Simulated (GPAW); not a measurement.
# Quasiparticle gap of YPO4 (I4_1/amd) in GPAW

Aim: the G0W0 gap of YPO4 (I4_1/amd) on LDA, step by step.

Calculated with GPAW 26.7.0; LDA and many-body steps on it, plane waves.

The database entry behind the starting cell differs from later determinations by our own check (impure mineral, about 0.2 % long), so it need not match the best structure at ambient conditions.

**1. The structure**

Symmetry: I4_1/amd, No. 141, tetragonal system. Conventional cell: a = 6.895 Å, b = 6.895 Å, c = 6.028 Å, α = 90.00°, β = 90.00°, γ = 90.00°. Y has 8 O at 2.31 to 2.38 Å nearest. Nearest to P lie 4 O at 1.54 Å. Nearest to O lie 1 P at 1.54 Å and 2 Y at 2.31 to 2.38 Å. Farther neighbours and most contacts between anions are not listed.

The cell and positions come from the Crystallography Open Database and are kept as given unless a step says otherwise.

**2. Ground state**

This step: GPAW 26.7.0; DFT, LDA, plane waves, PAW.

The ground-state density comes first.

Contents of run.py:

```python
import json
import numpy as np
from gpaw.mpi import world
from ase import Atoms
from gpaw import GPAW, PW, FermiDirac

atoms = Atoms(['Y', 'Y', 'P', 'P', 'O', 'O', 'O', 'O', 'O', 'O', 'O', 'O'],
    cell=[[-3.4473500000, 3.4473500000, 3.0138000000],
      [3.4473500000, -3.4473500000, 3.0138000000],
      [3.4473500000, 3.4473500000, -3.0138000000]],
    scaled_positions=[[0.7500000000, 0.2500000000, 0.5000000000],
      [0.0000000000, 0.0000000000, 0.0000000000],
      [0.5000000000, 0.5000000000, 0.0000000000],
      [0.2500000000, 0.7500000000, 0.5000000000],
      [0.1661000000, 0.3408000000, 0.8253000000],
      [0.0908000000, 0.7655000000, 0.6747000000],
      [0.5155000000, 0.3408000000, 0.1747000000],
      [0.0908000000, 0.4161000000, 0.3253000000],
      [0.5839000000, 0.9092000000, 0.6747000000],
      [0.6592000000, 0.8339000000, 0.1747000000],
      [0.2345000000, 0.9092000000, 0.3253000000],
      [0.6592000000, 0.4845000000, 0.8253000000]],
    pbc=(True, True, True))
calc = GPAW(mode=PW(600),
    xc='LDA',
    kpts={'size': (6, 6, 6), 'gamma': True},
    occupations=FermiDirac(0.001),
    nbands=-12,
    convergence={'density': 1e-6, 'bands': -3},
    maxiter=100,
    txt='gs.txt')
atoms.calc = calc
res = {'energy': atoms.get_potential_energy()}
kpts = calc.get_ibz_k_points()
res['kpts'] = kpts
res['eigenvalues'] = [calc.get_eigenvalues(kpt=k) for k in range(len(kpts))]
res['n_electrons'] = calc.get_number_of_electrons()
calc.write('gs.gpw')

if world.rank == 0:
    with open('result.json', 'w') as f:
        json.dump(res, f, default=lambda x: x.tolist())
```

The run is started by

```sh
mpirun -n 4 gpaw python run.py
```

Numbers of over 12 decimals in the logs are rounded to 6 here.

Log:

```text
__  _  _
 | _ |_)|_||  |
 |__||  | ||/\| - 26.7.0

Input parameters:
  mode=PW(ecut=600.0),
  convergence={'density': 1e-06, 'bands': -3},
  kpts=MonkhorstPack(size=(6, 6, 6), gamma=True),
  maxiter=100,
  nbands=-12,
  occupations=Occupations(name='fermi-dirac', width=0.001, fixmagmom=False),
  xc=XC(name='LDA')
  [... matrices ...]
Diagonalizing LCAO Hamiltonian
Converting LCAO to pw mode

           O
        P Y    O O
               O
                P
             O   O O
        Y

Atoms  # Å, Bohr magnetons
|    | symbol |        x |         y |         z |    initial magnetic moments |
|  0 |      Y | 0.000000 |  3.447350 |  1.506900 | ( 0.0000,  0.0000,  0.0000) |
|  1 |      Y | 0.000000 |  0.000000 |  0.000000 | ( 0.0000,  0.0000,  0.0000) |
|  2 |      P | 0.000000 |  0.000000 |  3.013800 | ( 0.0000,  0.0000,  0.0000) |
|  3 |      P | 3.447350 |  0.000000 |  1.506900 | ( 0.0000,  0.0000,  0.0000) |
|  4 |      O | 3.447350 |  2.242846 | -0.959594 | ( 0.0000,  0.0000,  0.0000) |
|  5 |      O | 4.651854 |  0.000000 |  0.547306 | ( 0.0000,  0.0000,  0.0000) |
|  6 |      O | 0.000000 |  1.204504 |  2.054206 | ( 0.0000,  0.0000,  0.0000) |
|  7 |      O | 2.242846 | -0.000000 |  0.547306 | ( 0.0000,  0.0000,  0.0000) |
|  8 |      O | 3.447350 |  1.204504 |  2.466494 | ( 0.0000,  0.0000,  0.0000) |
|  9 |      O | 1.204504 |  0.000000 |  3.973394 | ( 0.0000,  0.0000,  0.0000) |
| 10 |      O | 3.447350 | -1.204504 |  2.466494 | ( 0.0000,  0.0000,  0.0000) |
| 11 |      O | 2.242846 |  3.447350 |  0.959594 | ( 0.0000,  0.0000,  0.0000) |

Unit cell  # Å
| periodic |         x |         y |         z |  lengths |     angles |
|      yes | -3.447350 |  3.447350 |  3.013800 | 5.731617 | 106.050642 |
|      yes |  3.447350 | -3.447350 |  3.013800 | 5.731617 | 106.050642 |
|      yes |  3.447350 |  3.447350 | -3.013800 | 5.731617 | 116.553051 |

Number of symmetries: 8
Symmetry operations  # r_c * U_cc + t_c -> r_c
|   | kind |            matrix            |
| 0 |  σ   |  1, 1, 1,  0, 0,-1,  0,-1, 0 |
| 1 |  E   |  1, 0, 0,  0, 1, 0,  0, 0, 1 |
| 2 |  C2  |  0, 1, 0,  1, 0, 0, -1,-1,-1 |
| 3 |  S4  |  0, 0, 1, -1,-1,-1,  0, 1, 0 |
| 4 |  σ   |  0, 0,-1,  1, 1, 1, -1, 0, 0 |
| 5 |  C2  |  0,-1, 0, -1, 0, 0,  0, 0,-1 |
| 6 |  C2  | -1, 0, 0,  0,-1, 0,  1, 1, 1 |
| 7 |  S4  | -1,-1,-1,  0, 0, 1,  1, 0, 0 |

BZ-sampling:
  Number of BZ points: 216
  Number of IBZ points: 30

  Monkhorst-Pack size: [6, 6, 6]
  Monkhorst-Pack shift: [0.083333, 0.083333, 0.083333]

K-points  # in reciprocal-cell coordinates
|     |                                coordinates |     weight |
|   0 | (  0.00000000,   0.00000000,   0.00000000) | 0.00462963 |
|   1 | (  0.16666667,  -0.16666667,   0.00000000) | 0.01851852 |
|   2 | (  0.16666667,  -0.16666667,   0.16666667) | 0.01851852 |
|   3 | (  0.16666667,   0.00000000,   0.00000000) | 0.03703704 |
|   4 | (  0.16666667,   0.16666667,  -0.16666667) | 0.00925926 |
|   5 | (  0.33333333,  -0.33333333,   0.00000000) | 0.01851852 |
|   6 | (  0.33333333,  -0.33333333,   0.16666667) | 0.03703704 |
|   7 | (  0.33333333,  -0.33333333,   0.33333333) | 0.01851852 |
|   8 | (  0.33333333,  -0.16666667,   0.00000000) | 0.07407407 |
|   9 | (  0.33333333,  -0.16666667,   0.16666667) | 0.03703704 |
| ... |                                            |            |
|  29 | (  0.50000000,   0.50000000,   0.50000000) | 0.00462963 |

Plane wave coefficients: 4808
Cutoff: 600.0 eV

Spin-components: 1 (collinear spins)
Bands:           52
Projectors:      62
Spin-degeneracy: 2
Datatype:        complex128

  Storage: CPU
  Wave functions: 119_633_280 bytes (29_908_320 per core)
  Projectors: 85_123_680 bytes (21_280_920 per core)
  [... matrices ...]
Parallelization:
  kpt:    4
  domain: 1
  band:   1

Density:
  Valence electrons: 80.0
  Components: 1
  Grid points: [35 35 35]
  Charge: 0.0  # |e|

Potential:
  Grid points: [35 35 35]

species:
  Y:
    name:    Yttrium
    Z:       39.0
    valence: 11
    core:    28
    charge:  0.0  # [|e|]
    compensation charges:
      type: gauss
      rc: 0.40  # [Å]
      lmax: 2
    cutoffs:
      filter: 2.39  # [Å]
      core: 1.70  # [Å]
    projectors
    | kind |    occ | energy [eV] | rcut [Å] |
    |   4s |  2.000 |     -47.976 |    1.328 |
    |   5s |  2.000 |      -4.228 |    1.328 |
    |   4p |  6.000 |     -27.951 |    1.318 |
    |   5p |  0.000 |      -1.496 |    1.318 |
    |   4d |  1.000 |      -2.645 |    1.286 |
    |    d |        |      24.567 |    1.286 |

    Using partial waves for Y as LCAO basis

  P:
    name:    Phosphorus
    Z:       15.0
    valence: 5
    core:    10
    charge:  0.0  # [|e|]
    compensation charges:
      type: gauss
      rc: 0.30  # [Å]
      lmax: 2
    cutoffs:
      filter: 1.69  # [Å]
      core: 1.81  # [Å]
    projectors
    | kind |    occ | energy [eV] | rcut [Å] |
    |   3s |  2.000 |     -14.015 |    0.953 |
    |   3p |  3.000 |      -5.596 |    0.953 |
    |    s |        |      13.197 |    0.953 |
    |    p |        |      21.615 |    0.953 |
    |    d |        |       0.000 |    0.953 |

    Using partial waves for P as LCAO basis

  O:
    name:    Oxygen
    Z:       8.0
    valence: 6
    core:    2
    charge:  0.0  # [|e|]
    compensation charges:
      type: gauss
      rc: 0.21  # [Å]
      lmax: 2
    cutoffs:
      filter: 1.17  # [Å]
      core: 0.83  # [Å]
    projectors
    | kind |    occ | energy [eV] | rcut [Å] |
    |   2s |  2.000 |     -23.752 |    0.688 |
    |   2p |  4.000 |      -9.195 |    0.598 |
    |    s |        |       3.459 |    0.688 |
    |    p |        |      18.016 |    0.598 |
    |    d |        |       0.000 |    0.619 |

    Using partial waves for O as LCAO basis

Reference energy: -218744.249008  # eV

eigensolver:
  PPCG
  Converge bands: -3
  niter=2

density mixing:
  MSR1-Mixer
  Pratt-step length: 0.05
  Maximum mixing coefficient: 0.75
  Old densities: 10
  SVD Regularization: 0.005
  Good broyden scale: 1.0
  Trust region scale: 1.0
  Backstep threshold: 4.0
  History deletion threshold: 6.0
  Fourier metric: weight=20.0, sigma=0.015

occupation numbers:
  Fermi-Dirac:
    width: 0.0010  # eV

poisson solver:
  ecut: 4800.0  # eV

xc functional:
  name: None

Initialization done in: 4.217 s

convergence criteria:
- Maximum integral of absolute [dens]ity change: 1e-06 electrons / valence electron
- Maximum [total energy] change in last 3 cyles: 0.0005 eV / valence electron
- Maximum integral of absolute [eigenst]ate change: 4e-08 eV^2 / valence electron
maximum number of iterations: 100

SCF iterations
|iter     |     time |      energy | eigst |  dens |
|iter:   1|  | -117.248809 | +0.53 |       |
|iter:   2|  | -114.683084 | -0.57 | -0.81 |
|iter:   3|  | -107.017424 | -0.08 | -0.86 |
|iter:   4|  | -106.992774 | -1.13 | -1.47 |
|iter:   5|  | -106.992258c| -1.57 | -1.78 |
|iter:   6|  | -106.992423c| -2.19 | -2.29 |
|iter:   7|  | -106.992537c| -2.65 | -3.11 |
|iter:   8|  | -106.992539c| -3.11 | -3.89 |
|iter:   9|  | -106.992539c| -3.44 | -4.37 |
|iter:  10|  | -106.992539c| -3.83 | -5.05 |
|iter:  11|  | -106.992539c| -4.14 | -5.72 |
|iter:  12|  | -106.992539c| -4.51 | -6.35c|
|iter:  13|  | -106.992539c| -4.80 | -6.94c|
|iter:  14|  | -106.992539c| -5.15 | -7.34c|
|iter:  15|  | -106.992539c| -5.40 | -7.86c|
|iter:  16|  | -106.992539c| -5.80 | -8.39c|
|iter:  17|  | -106.992539c| -6.06 | -8.94c|
|iter:  18|  | -106.992539c| -6.38 | -9.43c|
|iter:  19|  | -106.992539c| -6.67 | -9.97c|
|iter:  20|  | -106.992539c| -6.95 |-10.47c|
|iter:  21|  | -106.992539c| -7.16 |-11.23c|
|iter:  22|  | -106.992539c| -7.38 |-11.73c|
|iter:  23|  | -106.992539c| -7.79c|-12.05c|

Converged in 23 steps
SCF loop duration: 71.073 s (3.090 s/step)
Energy contributions relative to reference atoms: (reference = -218744.249008)
  [... matrices ...]
Energy contributions:
  Kinetic:          89.197564
  Coulomb:         -86.866577
  Zero:              0.300853
  External:          0.000000
  Xc:             -109.624379
  Entropy:          -0.000000
  Spinorbit:         0.000000
  ----------------------------
  Free energy:    -106.992539
  Extrapolated:   -106.992539

dipole moment: (-11.597975, -32.452659, -3.258967)  # |e|*Ang

Fermi level: 5.738
Eigenvalues  # (at kpt = [0.000, 0.000, 0.000])
| band index |      eig [eV] | occ [0-2] |
|          0 |       -35.596 |     2.000 |
|        ... |               |           |
|         32 |         2.836 |     2.000 |
|         33 |         2.966 |     2.000 |
|         34 |         3.350 |     2.000 |
|         35 |         3.350 |     2.000 |
|         36 |         3.606 |     2.000 |
|         37 |         3.606 |     2.000 |
|         38 |         3.620 |     2.000 |
|         39 |         4.130 |     2.000 |
|         40 |        10.159 |     0.000 |
[...]
|         44 |        11.325 |     0.000 |
|         45 |        11.325 |     0.000 |
|         46 |        11.455 |     0.000 |
|         47 |        11.455 |     0.000 |
|        ... |               |           |
|         51 |        13.966 |     0.000 |

Gap: 5.784 eV
Transition (v -> c):
  (s=0, k=0, n=39, [0.00, 0.00, 0.00]) -> (s=0, k=5, n=40, [0.33, -0.33, 0.00])
Direct/indirect transitions are different
Direct gap: 6.002 eV
Transition at: (s=0, k=1, n=39, [0.17, -0.17, 0.00])
# Writing to gs.gpw (mode='')
  [... matrices ...]
```

Elapsed: 77 s, on 4 MPI ranks of Intel Xeon Platinum 8488C (Sapphire Rapids), shared host; peak memory 1.2 GiB.

This step gave:

```yaml
total_energy: -106.9925 eV
gap: 5.784 eV
k_of_the_valence_top: 0, 0, 0
k_of_the_conduction_bottom: 0.3333, -0.3333, 0
least_direct_gap: 6.002 eV
```

The gap is indirect, with the least direct gap 0.22 eV higher.

**3. Bands along the symmetry lines**

Levels along a band path, at the cheap level, show where the edges lie and whether the meshes to come will hold them.

Contents of run.py:

```python
import json
import numpy as np
from gpaw.mpi import world
from gpaw import GPAW

path = [[0.000000, 0.000000, 0.000000],
    [0.000000, 0.000000, 0.062500],
    [0.000000, 0.000000, 0.125000],
    [0.000000, 0.000000, 0.187500],
    [0.000000, 0.000000, 0.250000],
    [0.000000, 0.000000, 0.312500],
    [0.000000, 0.000000, 0.375000],
    [0.000000, 0.000000, 0.437500],
    [0.000000, 0.000000, 0.500000],
    [-0.062500, 0.062500, 0.500000],
    [-0.125000, 0.125000, 0.500000],
    [-0.187500, 0.187500, 0.500000],
    [-0.250000, 0.250000, 0.500000],
    [-0.312500, 0.312500, 0.500000],
    [-0.375000, 0.375000, 0.500000],
    [-0.437500, 0.437500, 0.500000],
    [-0.500000, 0.500000, 0.500000],
    [-0.437500, 0.437500, 0.437500],
    [-0.375000, 0.375000, 0.375000],
    [-0.312500, 0.312500, 0.312500],
    [-0.250000, 0.250000, 0.250000],
    [-0.187500, 0.187500, 0.187500],
    [-0.125000, 0.125000, 0.125000],
    [-0.062500, 0.062500, 0.062500],
    [0.000000, 0.000000, 0.000000],
    [0.055134, 0.055134, -0.055134],
    [0.110268, 0.110268, -0.110268],
    [0.165402, 0.165402, -0.165402],
    [0.220536, 0.220536, -0.220536],
    [0.275670, 0.275670, -0.275670],
    [0.330804, 0.330804, -0.330804],
    [0.385938, 0.385938, -0.385938],
    [0.441072, 0.441072, -0.441072],
    [-0.441072, 0.558928, 0.441072],
    [-0.448438, 0.551562, 0.448438],
    [-0.455804, 0.544196, 0.455804],
    [-0.463170, 0.536830, 0.463170],
    [-0.470536, 0.529464, 0.470536],
    [-0.477902, 0.522098, 0.477902],
    [-0.485268, 0.514732, 0.485268],
    [-0.492634, 0.507366, 0.492634],
    [-0.500000, 0.500000, 0.500000],
    [0.000000, 0.000000, 0.500000],
    [0.031250, 0.031250, 0.468750],
    [0.062500, 0.062500, 0.437500],
    [0.093750, 0.093750, 0.406250],
    [0.125000, 0.125000, 0.375000],
    [0.156250, 0.156250, 0.343750],
    [0.187500, 0.187500, 0.312500],
    [0.218750, 0.218750, 0.281250],
    [0.250000, 0.250000, 0.250000],
    [0.218750, 0.281250, 0.218750],
    [0.187500, 0.312500, 0.187500],
    [0.156250, 0.343750, 0.156250],
    [0.125000, 0.375000, 0.125000],
    [0.093750, 0.406250, 0.093750],
    [0.062500, 0.437500, 0.062500],
    [0.031250, 0.468750, 0.031250],
    [0.000000, 0.500000, 0.000000],
    [0.000000, 0.437500, 0.000000],
    [0.000000, 0.375000, 0.000000],
    [0.000000, 0.312500, 0.000000],
    [0.000000, 0.250000, 0.000000],
    [0.000000, 0.187500, 0.000000],
    [0.000000, 0.125000, 0.000000],
    [0.000000, 0.062500, 0.000000],
    [0.000000, 0.000000, 0.000000]]
calc = GPAW('gs.gpw').fixed_density(kpts=path,
    symmetry='off',
    nbands=50,
    convergence={'bands': 46},
    txt='bands.txt')
res = {}
kpts = calc.get_ibz_k_points()
res['kpts'] = kpts
res['eigenvalues'] = [calc.get_eigenvalues(kpt=k) for k in range(len(kpts))]
res['n_electrons'] = calc.get_number_of_electrons()

if world.rank == 0:
    with open('result.json', 'w') as f:
        json.dump(res, f, default=lambda x: x.tolist())
```

The run is started by

```sh
mpirun -n 4 gpaw python run.py
```

Log:

```text
Diagonalizing LCAO Hamiltonian
Converting LCAO to pw mode
convergence criteria:
- Maximum integral of absolute [eigenst]ate change: 4e-08 eV^2 / valence electron
maximum number of iterations: 100

SCF iterations
|iter     |     time |      energy | eigst |  dens |
|iter:   1|  |             | +0.47 |       |
|iter:   2|  |             | -0.71 |       |
|iter:   3|  |             | -1.47 |       |
[...]
|iter:  21|  |             | -7.13 |       |
|iter:  22|  |             | -7.30 |       |
|iter:  23|  |             | -7.43c|       |
SCF steps: 23
  __  _  _
 | _ |_)|_||  |
 |__||  | ||/\| - 26.7.0

Input parameters:
  mode=PW(ecut=600.0),
  convergence={'bands': 46},
  gpts=array([35, 35, 35]),
  kpts=KPoints(kpts=array([[ 0.      ,  0.      ,  0.      ],
         [ 0.      ,  0.      ,  0.0625  ],
         [ 0.      ,  0.      ,  0.125   ],
         [ 0.      ,  0.      ,  0.1875  ],
[...]
[-0.0625  ,  0.0625  ,  0.5     ],
         [-0.125   ,  0.125   ,  0.5     ],
         [-0.1875  ,  0.1875  ,  0.5     ],
[...]
[ 0.055134,  0.055134, -0.055134],
         [ 0.110268,  0.110268, -0.110268],
         [ 0.165402,  0.165402, -0.165402],
         [ 0.220536,  0.220536, -0.220536],
[...]
[ 0.330804,  0.330804, -0.330804],
         [ 0.385938,  0.385938, -0.385938],
         [ 0.441072,  0.441072, -0.441072],
         [-0.441072,  0.558928,  0.441072],
         [-0.448438,  0.551562,  0.448438],
         [-0.455804,  0.544196,  0.455804],
         [-0.46317 ,  0.53683 ,  0.46317 ],
         [-0.470536,  0.529464,  0.470536],
         [-0.477902,  0.522098,  0.477902],
         [-0.485268,  0.514732,  0.485268],
         [-0.492634,  0.507366,  0.492634],
         [-0.5     ,  0.5     ,  0.5     ],
[...]
[ 0.      ,  0.125   ,  0.      ],
         [ 0.      ,  0.0625  ,  0.      ],
         [ 0.      ,  0.      ,  0.      ]])),
  maxiter=100,
  nbands=50,
  occupations=Occupations(name='fermi-dirac', width=0.001, fixmagmom=False),
  parallel={},
  symmetry=Symmetry(point_group=False, time_reversal=False),
  xc=XC(name='LDA')
```

It took 2.1 min on 4 MPI ranks; peak memory 1.5 GiB; 8.6 min of CPU time.

Numbers from this step:

```
gap                        : 5.785 eV
k of the valence top       : 0, 0, 0
k of the conduction bottom : 0, 0, 0.375
least direct gap           : 6.000 eV
```

The gap is 5.785 eV, +0.002 eV from the run before at this level.

The electronic bands at the labelled points (eV, zero at the top of the highest filled band):

| point | band 37 | band 38 | band 39 | band 40 | band 41 | band 42 | band 43 | band 44 |
| --- | --- | --- | --- | --- | --- | --- | --- | --- |
| Γ | -0.52 | -0.52 | -0.51 | 0.00 | 6.03 | 6.04 | 6.90 | 7.15 |
| halfway | -0.60 | -0.57 | -0.51 | -0.19 | 5.83 | 6.40 | 6.65 | 7.00 |
| X | -0.76 | -0.76 | -0.47 | -0.47 | 5.89 | 5.89 | 6.97 | 6.97 |
| halfway | -0.84 | -0.84 | -0.61 | -0.61 | 6.23 | 6.23 | 6.95 | 6.95 |
| M | -1.06 | -1.06 | -0.70 | -0.70 | 6.65 | 6.65 | 7.22 | 7.22 |
| halfway | -0.79 | -0.58 | -0.55 | -0.41 | 5.95 | 6.49 | 6.50 | 7.08 |
| Γ | -0.52 | -0.52 | -0.51 | 0.00 | 6.03 | 6.04 | 6.90 | 7.15 |
| halfway | -0.86 | -0.18 | -0.18 | -0.11 | 6.43 | 6.66 | 6.75 | 7.11 |
| Z | -1.18 | -0.84 | -0.57 | -0.57 | 6.62 | 6.67 | 7.06 | 7.07 |
| jump to Z0 | -1.18 | -0.84 | -0.57 | -0.57 | 6.62 | 6.67 | 7.06 | 7.07 |
| halfway | -1.12 | -0.96 | -0.66 | -0.66 | 6.63 | 6.66 | 7.16 | 7.18 |
| M | -1.06 | -1.06 | -0.70 | -0.70 | 6.65 | 6.65 | 7.22 | 7.22 |
| jump to X | -0.76 | -0.76 | -0.47 | -0.47 | 5.89 | 5.89 | 6.97 | 6.97 |
| halfway | -0.87 | -0.87 | -0.46 | -0.46 | 5.94 | 5.94 | 6.99 | 6.99 |
| P | -0.97 | -0.97 | -0.47 | -0.47 | 5.98 | 5.98 | 7.08 | 7.08 |
| halfway | -0.86 | -0.75 | -0.36 | -0.27 | 6.09 | 6.13 | 7.01 | 7.14 |
| N | -0.85 | -0.81 | -0.20 | -0.15 | 6.20 | 6.37 | 6.89 | 7.02 |
| halfway | -0.65 | -0.40 | -0.27 | -0.09 | 6.08 | 6.55 | 6.61 | 7.08 |
| Γ | -0.52 | -0.52 | -0.51 | 0.00 | 6.03 | 6.04 | 6.90 | 7.15 |

**4. Empty states on the mesh, 4×4×4 mesh, 492 bands**

The sums over transitions need many empty states on a uniform mesh; this step solves for them.

Contents of run.py:

```python
import json
import numpy as np
from gpaw.mpi import world
from gpaw import GPAW

calc = GPAW('gs.gpw').fixed_density(kpts={'size': (4, 4, 4), 'gamma': True},
    parallel={'domain': 1, 'band': 1},
    txt='nscf.txt')
calc.diagonalize_full_hamiltonian(nbands=492)
calc.write('full.gpw', mode='all')
res = {}
kpts = calc.get_ibz_k_points()
res['kpts'] = kpts
res['eigenvalues'] = [calc.get_eigenvalues(kpt=k) for k in range(len(kpts))]
res['n_electrons'] = calc.get_number_of_electrons()

if world.rank == 0:
    with open('result.json', 'w') as f:
        json.dump(res, f, default=lambda x: x.tolist())
```

The run is started by

```sh
mpirun -n 4 gpaw python run.py
```

Log:

```text
Diagonalizing LCAO Hamiltonian
Converting LCAO to pw mode
convergence criteria:
- Maximum integral of absolute [eigenst]ate change: 4e-08 eV^2 / valence electron
maximum number of iterations: 100

SCF iterations
|iter     |     time |      energy | eigst |  dens |
|iter:   1|  |             | +0.54 |       |
|iter:   2|  |             | -0.60 |       |
|iter:   3|  |             | -1.41 |       |
[...]
|iter:  29|  |             | -7.27 |       |
|iter:  30|  |             | -7.35 |       |
|iter:  31|  |             | -7.41c|       |
SCF steps: 31
  __  _  _
 | _ |_)|_||  |
 |__||  | ||/\| - 26.7.0

Input parameters:
  mode=PW(ecut=600.0),
  convergence={'density': 1e-06, 'bands': -3},
  gpts=array([35, 35, 35]),
  kpts=MonkhorstPack(size=(4, 4, 4), gamma=True),
  maxiter=100,
  nbands=52,
  occupations=Occupations(name='fermi-dirac', width=0.001, fixmagmom=False),
  parallel={'domain': 1, 'band': 1},
  xc=XC(name='LDA')
Matrix size: 4793x4793
# Writing to full.gpw (mode='all')
  [... matrices ...]

timing:  # [seconds]
  Total: 244.025  # ━━━━━━━━━━━━━━━━━━━━━━━━━━━━━━━━━━━━━━━━━━━━━━━━━━━━━━━━━
```

Elapsed: 4.7 min, on 4 MPI ranks; peak memory 8.7 GiB.

This step gave:

* gap: 5.826 eV
* k of the valence top: 0, 0, 0
* k of the conduction bottom: 0.25, -0.25, 0
* least direct gap: 6.013 eV
* k points computed: 13
* lowest point of the top converged band, above the valence top: 116.0326 eV

On this mesh the gap is 5.826 eV. The earlier step found 5.784 eV, so this mesh misses an edge.

[end of part 1 of 2]

[Paths, hosts, dates, memory and timing lines, banners, echoed tables and standing remarks are left out of the program output.]

[Logs are printed without paths, hosts, clocks, repeated set-up lines and the standing remarks that a program may print on its own settings, such as how far it seeks lower states.]

[Runs of the session that timed out or met a known fault of the program may be left out.]

[Hosts, paths, dates, database ids (printed as entryN), source tags and the programs' standing remarks are cut or masked in the printed files.]
